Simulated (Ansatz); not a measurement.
## Fe: optical spectrum from first principles

What colour and refractive index does Fe have at this level of theory? The cell comes from an older database entry, whose edges can differ from later determinations, mostly by under a per cent.

Calculated with Ansatz 0.2.0; DFT, PBE, plane-wave PAW, default files, scalar-relativistic, independent-particle optical response without local fields.

The database entry behind the starting cell differs from later determinations by our own check (an axis about 0.7 % long against later determinations), so it need not match the best structure at ambient conditions.

## Step 1: The starting structure

Symmetry: Im-3m, No. 229, cubic system. Conventional cell: a = 2.886 Å, b = 2.886 Å, c = 2.886 Å, α = 90.00°, β = 90.00°, γ = 90.00°. Nearest to Fe lie 8 Fe at 2.50 Å.

## Step 2: Ground state and bands

First the ground state: is it a metal or has it a gap?

This step: DFT, PBE, plane-wave PAW, default files, scalar-relativistic, ground state (Ansatz 0.2.0).

Input file input.yaml:

```yaml
crystal:
  lattice:
    - [-1.443, 1.443, 1.443]
    - [1.443, -1.443, 1.443]
    - [1.443, 1.443, -1.443]
  atoms:
    - { symbol: Fe, position: [0.0, 0.0, 0.0], spin: 3.0 }
magnetization:
  spin_polarized: true
kpoints:
  mp_grid: { grid: [11, 11, 11] }
  band_path:
    path:
      - [[0.0, 0.0, 0.0], [0.5, -0.5, 0.5], [0.0, 0.0, 0.5], [0.0, 0.0, 0.0], [0.25, 0.25, 0.25], [0.5, -0.5, 0.5]]
      - [[0.25, 0.25, 0.25], [0.0, 0.0, 0.5]]
    npoints: 10
scf:
  occupations: { method: fermi_dirac, width: 0.05 }
  n_extra_bands: 8
hamiltonian:
  xc: pbe
  pseudopotentials: { kind: paw }
output:
  forces: true
  stress: true
  populations: true
  write_bands: true
  write_density: true
  write_potential: true
  elf: true
  volumetric_format: npy
```

The run is started by

```
ansatz run input.yaml --threads 4 --pin off --max-ram 8192MiB --backend cpu --events-out ev --progress --plain --runs-dir out
```

Numbers of over 12 decimals in the logs are rounded to 6 here.

Output:

```text
scf.n_extra_bands = 8 over 8 filled bands (N_el = 16.0): the run solves 16 bands
Engine: ansatz 0.2.0, x86_64-unknown-linux-gnu
Pseudopotentials: kind: paw
Pseudopotential: Fe, paw, valence charge 16, recommended cutoff 420 eV (normal), Fe.paw.azcp
Functional definition: PBE
  parameter kappa = 0.804
  parameter beta = 0.066725
  exchange = pbe_x(kappa = kappa, mu = beta*pi^2/3)
  correlation = pbe_c(beta = beta)
Crystal: 1 atoms, lattice volume = 12.019 Å³
Basis set: ecut = 420 eV, 225 PW (Γ), exchange–correlation on 36×36×36 points (8 copies of the dense FFT grid, shifted against one another)
Bands: 16, of which v1, the nominal top of the filled ones, is band 8 counted from 1 (7 counted from 0)
Symmetry: 48 space group operations
Space group: Im-3m (ITA 229), of the structure as read, at distance tolerance 2.3e-5 Å
Magnetic group: BNS 229.140 (UNI 1642), of the structure as read, at distance tolerance 2.3e-5 Å
k-points: 56 of 1331
Non-local potential: Fe, projectors of the file, l = 0: 3, l = 1: 2, l = 2: 3, l = 3: 1
PAW form: soft (Blöchl's): semilocal exchange-correlation on the pseudo side does not see the compensation charge
PAW one-centre angular grid: Fe, 590 points (default); XC on 64 Gauss nodes
Initial density: superposition of atomic densities (chi_scale 0.1, normalization cell)
Starting moments: Σ|m| = 3 μB on 1 of 1 site
Initial wavefunctions: pseudopotential atomic-orbital guess
Functional: x = pbe(κ = 0.804, μ = 0.219515), c = pbe(β = 0.066725)
SCF iter   1: F=—  HF=-4480.570706 eV  |F-HF|=—  |Δ(HF+E_count)|=         —  Δρ=1.18e-1 (↑1.18e-1 ↓4.57e-2)  dr2=1.47e0  dr2_m=3.85e-1  M=2.211 μB ∫|m|=2.252 μB  β_m=0.30  ethr=3.10e-3  ⟨swp⟩=4.8  Hψ=8414  notcnv=0  defer=21
Mixer restart at iter 1: flushing history
preconditioner: auto → none  [metal: Δε(μ)=0.060 eV  Ē_g=18.228 eV  σ=0.050 eV  W_gap=0.29  n_scr=0 (ndim 8)  ℏωp=30.3 eV  f_vac=0.000  D(μ)=0.84/eV (n_scr^D=12)]
SCF iter   2: F=—  HF=-4479.920062 eV  |F-HF|=—  |Δ(HF+E_count)|=   6.51e-1  Δρ=3.21e-2 (↑3.21e-2 ↓1.72e-2)  dr2=7.56e-2  dr2_m=3.77e-2  M=2.503 μB ∫|m|=2.575 μB  β_m=0.28  ethr=3.10e-3  ⟨swp⟩=3.0  Hψ=4118  notcnv=0  defer=265
SCF iter   3: F=—  HF=-4480.117192 eV  |F-HF|=—  |Δ(HF+E_count)|=   1.97e-1  Δρ=1.99e-2 (↑1.55e-2 ↓1.99e-2)  dr2=2.72e-3  dr2_m=3.23e-2  M=2.374 μB ∫|m|=2.452 μB  β_m=0.61  ethr=4.72e-4  ⟨swp⟩=3.0  Hψ=3319  notcnv=0  defer=270
SCF iter   4: F=—  HF=-4480.411298 eV  |F-HF|=—  |Δ(HF+E_count)|=   2.94e-1  Δρ=1.01e-2 (↑9.60e-3 ↓1.01e-2)  dr2=9.58e-4  dr2_m=9.83e-3  M=2.285 μB ∫|m|=2.388 μB  β_m=0.81  ethr=1.70e-5  ⟨swp⟩=2.6  Hψ=3579  notcnv=0  defer=273
SCF iter   5: F=—  HF=-4480.462451 eV  |F-HF|=—  |Δ(HF+E_count)|=   5.12e-2  Δρ=6.87e-3 (↑5.61e-3 ↓6.87e-3)  dr2=1.19e-2  dr2_m=4.79e-4  M=2.287 μB ∫|m|=2.408 μB  β_m=0.87  ethr=5.99e-6  ⟨swp⟩=2.6  Hψ=3481  notcnv=0  defer=268
SCF iter   6: F=—  HF=-4480.467704 eV  |F-HF|=—  |Δ(HF+E_count)|=   5.25e-3  Δρ=1.16e-3 (↑1.16e-3 ↓8.93e-4)  dr2=9.17e-6  dr2_m=1.14e-4  M=2.266 μB ∫|m|=2.393 μB  β_m=0.83  ethr=5.99e-6  ⟨swp⟩=2.0  Hψ=3334  notcnv=0  defer=273
SCF iter   7: F=—  HF=-4480.467710 eV  |F-HF|=—  |Δ(HF+E_count)|=   5.73e-6  Δρ=6.14e-4 (↑6.14e-4 ↓4.00e-4)  dr2=4.86e-6  dr2_m=2.80e-5  M=2.265 μB ∫|m|=2.393 μB  β_m=0.91  ethr=5.73e-8  ⟨swp⟩=1.8  Hψ=2140  notcnv=0  defer=271
SCF iter   8: F=—  HF=-4480.467709 eV  |F-HF|=—  |Δ(HF+E_count)|=   1.06e-6  Δρ=1.90e-4 (↑1.90e-4 ↓1.28e-4)  dr2=3.96e-7  dr2_m=2.77e-6  M=2.265 μB ∫|m|=2.393 μB  β_m=0.96  ethr=3.04e-8  ⟨swp⟩=1.7  Hψ=2150  notcnv=0  defer=271
SCF iter   9: F=—  HF=-4480.467708 eV  |F-HF|=—  |Δ(HF+E_count)|=   3.01e-7  Δρ=6.31e-5 (↑6.31e-5 ↓5.24e-5)  dr2=1.26e-8  dr2_m=3.65e-7  M=2.265 μB ∫|m|=2.393 μB  β_m=0.98  ethr=2.47e-9  ⟨swp⟩=1.6  Hψ=2131  notcnv=0  defer=271
SCF iter  10: F=—  HF=-4480.467708 eV  |F-HF|=—  |Δ(HF+E_count)|=   2.99e-8  Δρ=9.69e-6 (↑2.76e-6 ↓9.69e-6)  dr2=1.27e-8  dr2_m=1.55e-9  M=2.265 μB ∫|m|=2.393 μB  β_m=0.99  ethr=7.87e-11  ⟨swp⟩=2.1  Hψ=2644  notcnv=0  defer=271
SCF iter  11: F=-4480.467708 eV  HF=-4480.467708 eV  |F-HF|=1.56e-9  |Δ(HF+E_count)|=   1.30e-9  Δρ=2.78e-6 (↑2.78e-6 ↓1.87e-6)  dr2=1.87e-9  dr2_m=2.85e-11  M=2.265 μB ∫|m|=2.393 μB  ethr=7.87e-11  ⟨swp⟩=8.6  Hψ=9356  notcnv=0
SCF 1 converged in 11 iterations: F = -4480.467708 eV  dr2 = 1.87e-9
  greatest PAW one-centre occupation: 1.001 electrons in one spin orbital (limit 2), on the Fe atom at site 0 (counted from 0), in its partial waves of l = 1
NSCF: frozen V_eff on 62 k-points
SCF converged after 11 iterations
Magnetization: 2.2645 μB (9.1323 up, 6.8677 down)
Absolute magnetization: 2.3932 μB (∫|ρ↑−ρ↓|, with the PAW one-centre terms)
Spin contamination: 0.0414 ħ² per cell (⟨S²⟩ above its minimum at these occupations)
Per-site moments (μB) at R_I (Å): [(2.319407, 1.030982)]
Free energy (F): -4480.467708 eV
Harris-Foulkes:  -4480.467708 eV  (|F-HF|=1.56e-9)
Internal energy: -4480.459507 eV  (E = F + TS)
E sigma→0 (E₀):  -4480.463607 eV
Entropy (-TS):   -0.008202 eV (-8.202 meV/atom)
Fermi energy:    17.238271 eV
--- Per-component energies (eV) ---
  E_band       = -229.772398
  E_kinetic    = 348.872505
  E_local      = -2133.341728  (includes V_loc(G=0)·N_el)
  E_nonlocal   = 219.207263
  E_hartree    = 892.920380
  E_xc         = -117.292218
  E_vxc        = -150.992235  (∫ρ·V_xc dr)
  E_paw        = -1366.616636  (= ΣΔE_a)
  E_vpaw       = -299.357243  (= ΣTr[D̂ρ^β])
  E_aug_tail   = 0.000890  (compensation charges beyond the density's cutoff)
  E_ewald      = -2324.209962
  E_smearing   = -0.008202  (= −TS)
  E_closure    = 0.000000  (closes the sum)
  Σ components = -4480.467708   (vs F -4480.467708, Δ=0.00e0)
--- Forces (eV/Å), atoms counted from 1 ---
  atom   1  Fe    -0.00000000     0.00000000     0.00000000
  max |Σ_I F_I| component: 6.98e-32 eV/Å
--- Stress (GPa, compression-positive) ---
       -9.456737      -0.000000       0.000000
        0.000000      -9.456737       0.000000
       -0.000000       0.000000      -9.456737
  P = ⅓ Tr σ = -9.4567 GPa (-94.567 kbar)
--- Band table (eV; the first three rows and the last of 112) ---
  k-point 0 ↑: bands = [... 4 lower, 9.0826, 15.0826, 15.0826, 15.0826, 16.1974, 16.1974, 41.1600, 41.1600, ... 4 higher]
  k-point 1 ↑: bands = [... 4 lower, 9.4097, 14.9979, 15.0729, 15.2517, 16.1190, 16.2043, 39.2683, 40.6723, ... 4 higher]
  k-point 2 ↑: bands = [... 4 lower, 10.3337, 14.7756, 14.9945, 15.7250, 16.0212, 16.2284, 35.4813, 39.0508, ... 4 higher]
  k-point 55 ↓: bands = [... 4 lower, 14.6552, 14.6867, 19.4298, 19.4298, 19.5555, 26.0595, 27.3404, 27.3404, ... 4 higher]
--- Löwdin populations: 1 site ---
  site symbol       q [e]    m [muB]
     0     Fe     15.7790     2.3382
  spilling = 0.013815 (of n_electrons = 16.000000)
```

Run time: 3.6 s. Hardware: 4 threads of Intel Xeon at 2.50GHz (Skylake/Cascade Lake), shared host; peak memory 0.32 GiB.

Reading the cycles: dr2 is the Hartree energy of the density residual (eV), the measure of convergence; HF is the Harris–Foulkes estimate of the energy, which meets the free energy F at convergence.

Read-outs, printed or worked out from the files:

```
free energy            : -4480.4677 eV
Fermi energy           : 17.24 eV
magnetization          : 2.265 μB
absolute magnetization : 2.393 μB
site moments           : 2.319 μB
electrons              : 16
symmetry operations    : 48
pressure               : -9.457 GPa
volume                 : 12.02 Å³
gap on the path        : 0 eV
```

There are states at the Fermi level within the smearing, so the occupations stay smeared and the carriers get a Drude term. The cell is left with a pressure of -9.5 GPa, as it stands unrelaxed at this level.

Both spins together. Electronic bands along the path, in eV, zero at the Fermi level; # counts the bands kept:

```tsv
point	#5	#6	#7	#8	#9	#10	#11	#12
Γ	-2.16	-1.04	-1.04	-0.17	-0.17	-0.17	1.79	1.79
halfway	-1.74	-1.06	-0.50	0.14	0.18	0.18	1.07	2.60
H	0.09	0.09	0.09	2.37	2.37	2.37	9.48	9.48
halfway	-1.70	-1.24	0.12	0.21	0.85	2.51	4.90	5.93
N	-0.98	-0.87	0.34	0.51	0.58	1.64	2.03	2.65
halfway	-1.19	-1.02	-0.98	-0.80	-0.47	1.10	1.46	1.87
Γ	-2.16	-1.04	-1.04	-0.17	-0.17	-0.17	1.79	1.79
halfway	-1.06	-1.06	-1.02	-1.02	0.04	1.76	1.76	2.10
P	-1.58	-1.58	-0.84	-0.84	2.07	2.07	8.27	8.27
halfway	-1.58	-1.18	-0.54	-0.54	1.76	1.76	6.76	6.76
H	0.09	0.09	0.09	2.37	2.37	2.37	9.48	9.48
jump to P	-1.58	-1.58	-0.84	-0.84	2.07	2.07	8.27	8.27
halfway	-1.56	-0.90	-0.85	-0.73	1.84	2.05	3.87	5.08
N	-0.98	-0.87	0.34	0.51	0.58	1.64	2.03	2.65
```

Spin density in the ac plane of the conventional cell at fractional y = 0.000, with atoms of Fe within 0.2 Å of it.

Values in e/Å³, 14 rows by 14 columns, each cell a mean:
```
4.5 3.2 1.6 0.6 0.2 0.0 0.0 0.0 0.0 0.1 0.2 0.8 1.8 3.5
2.4 1.6 0.8 0.3 0.1 0.0 0.0 0.0 0.0 0.0 0.1 0.4 0.9 1.8
1.0 0.7 0.3 0.1 0.0 0.0 0.0 0.0 0.0 0.0 0.0 0.2 0.4 0.8
0.3 0.2 0.1 0.0 0.0 0.0 0.0 0.0 0.0 0.0 0.0 0.0 0.1 0.2
0.1 0.0 0.0 0.0 0.0 0.0 0.0 0.0 0.0 0.0 0.0 0.0 0.0 0.1
0.0 0.0 0.0 0.0 0.0 0.0 0.0 0.0 0.0 0.0 0.0 0.0 0.0 0.0
0.0 0.0 0.0 0.0 0.0 0.0 0.0 0.0 0.0 0.0 0.0 0.0 0.0 0.0
0.0 0.0 0.0 0.0 0.0 0.0 0.0 0.0 0.0 0.0 0.0 0.0 0.0 0.0
0.1 0.0 0.0 0.0 0.0 0.0 0.0 0.0 0.0 0.0 0.0 0.0 0.0 0.0
0.2 0.1 0.1 0.0 0.0 0.0 0.0 0.0 0.0 0.0 0.0 0.0 0.1 0.2
0.8 0.5 0.2 0.1 0.0 0.0 0.0 0.0 0.0 0.0 0.0 0.1 0.3 0.6
2.0 1.4 0.7 0.2 0.1 0.0 0.0 0.0 0.0 0.0 0.1 0.3 0.8 1.6
4.1 2.8 1.4 0.5 0.1 0.0 0.0 0.0 0.0 0.0 0.2 0.7 1.6 3.2
5.7 4.1 2.0 0.8 0.2 0.1 0.0 0.0 0.0 0.1 0.3 1.0 2.4 4.5
```

Electrostatic potential energy in the ac plane of the conventional cell at fractional y = 0.000, with atoms of Fe within 0.2 Å of it. With pseudopotentials it is smooth inside the atoms' cores, unlike the true potential.

Ten even steps from '_' (-39 eV) to '@' (19 eV), each cell a mean:
```
____..--##@@@@@@@@%%**--____
__..::++%%@@@@@@@@@@##==::__
::--==##%%@@@@@@@@@@%%**==--
****##%%@@@@@@@@@@@@@@%%##**
%%%%@@@@@@@@@@@@@@@@@@@@@@%%
@@@@@@@@@@@@@@@@@@@@@@@@@@@@
@@@@@@@@@@@@@@@@@@@@@@@@@@@@
@@@@@@@@@@@@@@@@@@@@@@@@@@@@
%%@@@@@@@@@@@@@@@@@@@@@@@@@@
**##%%@@@@@@@@@@@@@@@@%%%%##
--==++##@@@@@@@@@@@@%%##++--
__..::++%%@@@@@@@@@@##==::..
____..==##@@@@@@@@%%**--..__
______--**%%@@@@@@%%**::____
```

(Continued in part 2 of 2.)

[Logs are printed without paths, hosts, clocks, repeated set-up lines and the standing remarks that a program may print on its own settings, such as how far it seeks lower states.]

[Hosts, paths, dates, database ids (printed as entryN), source tags and the programs' standing remarks are cut or masked in the printed files.]
